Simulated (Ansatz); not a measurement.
In doubt: masses and optical values from hybrid runs of this build are listed as unsure (in some of the runs), which bears on the screening that GW takes from such a start.

Two G0W0 runs on KCl (Sylvite).

```xyz
2
Lattice="0.0000 3.1465 3.1465 3.1465 0.0000 3.1465 3.1465 3.1465 0.0000" Properties=species:S:1:pos:R:3 pbc="T T T"
K     0.0000    0.0000    0.0000
Cl    3.1465    3.1465    3.1465
```

The cell and positions come from the Crystallography Open Database and are kept as given unless a step says otherwise. PAW set soft_2, made with PBE.

The first (Ansatz 0.2.0; start PBE, 4×4×4 mesh, 185 empty bands, screening to 120 eV; 1 × NVIDIA H100 80GB HBM3 (shared by 6 runs) with 3 threads of AMD EPYC 7R13 (Zen 3), shared host) gave, on its mesh: starting gap 5.19 eV, G0W0 gap 7.88 eV, RPA ε∞ (mean) 2.17, 12 s.

Question: The second changes start from PBE to PBE0. What does it give?

It gave: starting gap 7.24 eV, G0W0 gap 8.71 eV, RPA ε∞ (mean) 1.94, 17 s. The G0W0 gap moves by +0.83 eV, +2.05 eV from the start and −1.22 eV from the correction. Σc changes by −0.53 eV at the valence top and +0.28 eV at the conduction bottom, and Σx − Vxc between them by −2.03 eV.

Limits: not at the basis limit.

[Paths, hosts, dates, memory and timing lines, banners, echoed tables and standing remarks are left out of the program output.]

[Logs are printed without paths, hosts, clocks, repeated set-up lines and the standing remarks that a program may print on its own settings, such as how far it seeks lower states.]

[Runs of the session that timed out or met a known fault of the program may be left out.]

[Cells called generated may have been cut or substituted from an entry of the Crystallography Open Database or the Materials Project.]

[Hosts, paths, dates, database ids (printed as entryN), source tags and the programs' standing remarks are cut or masked in the printed files.]
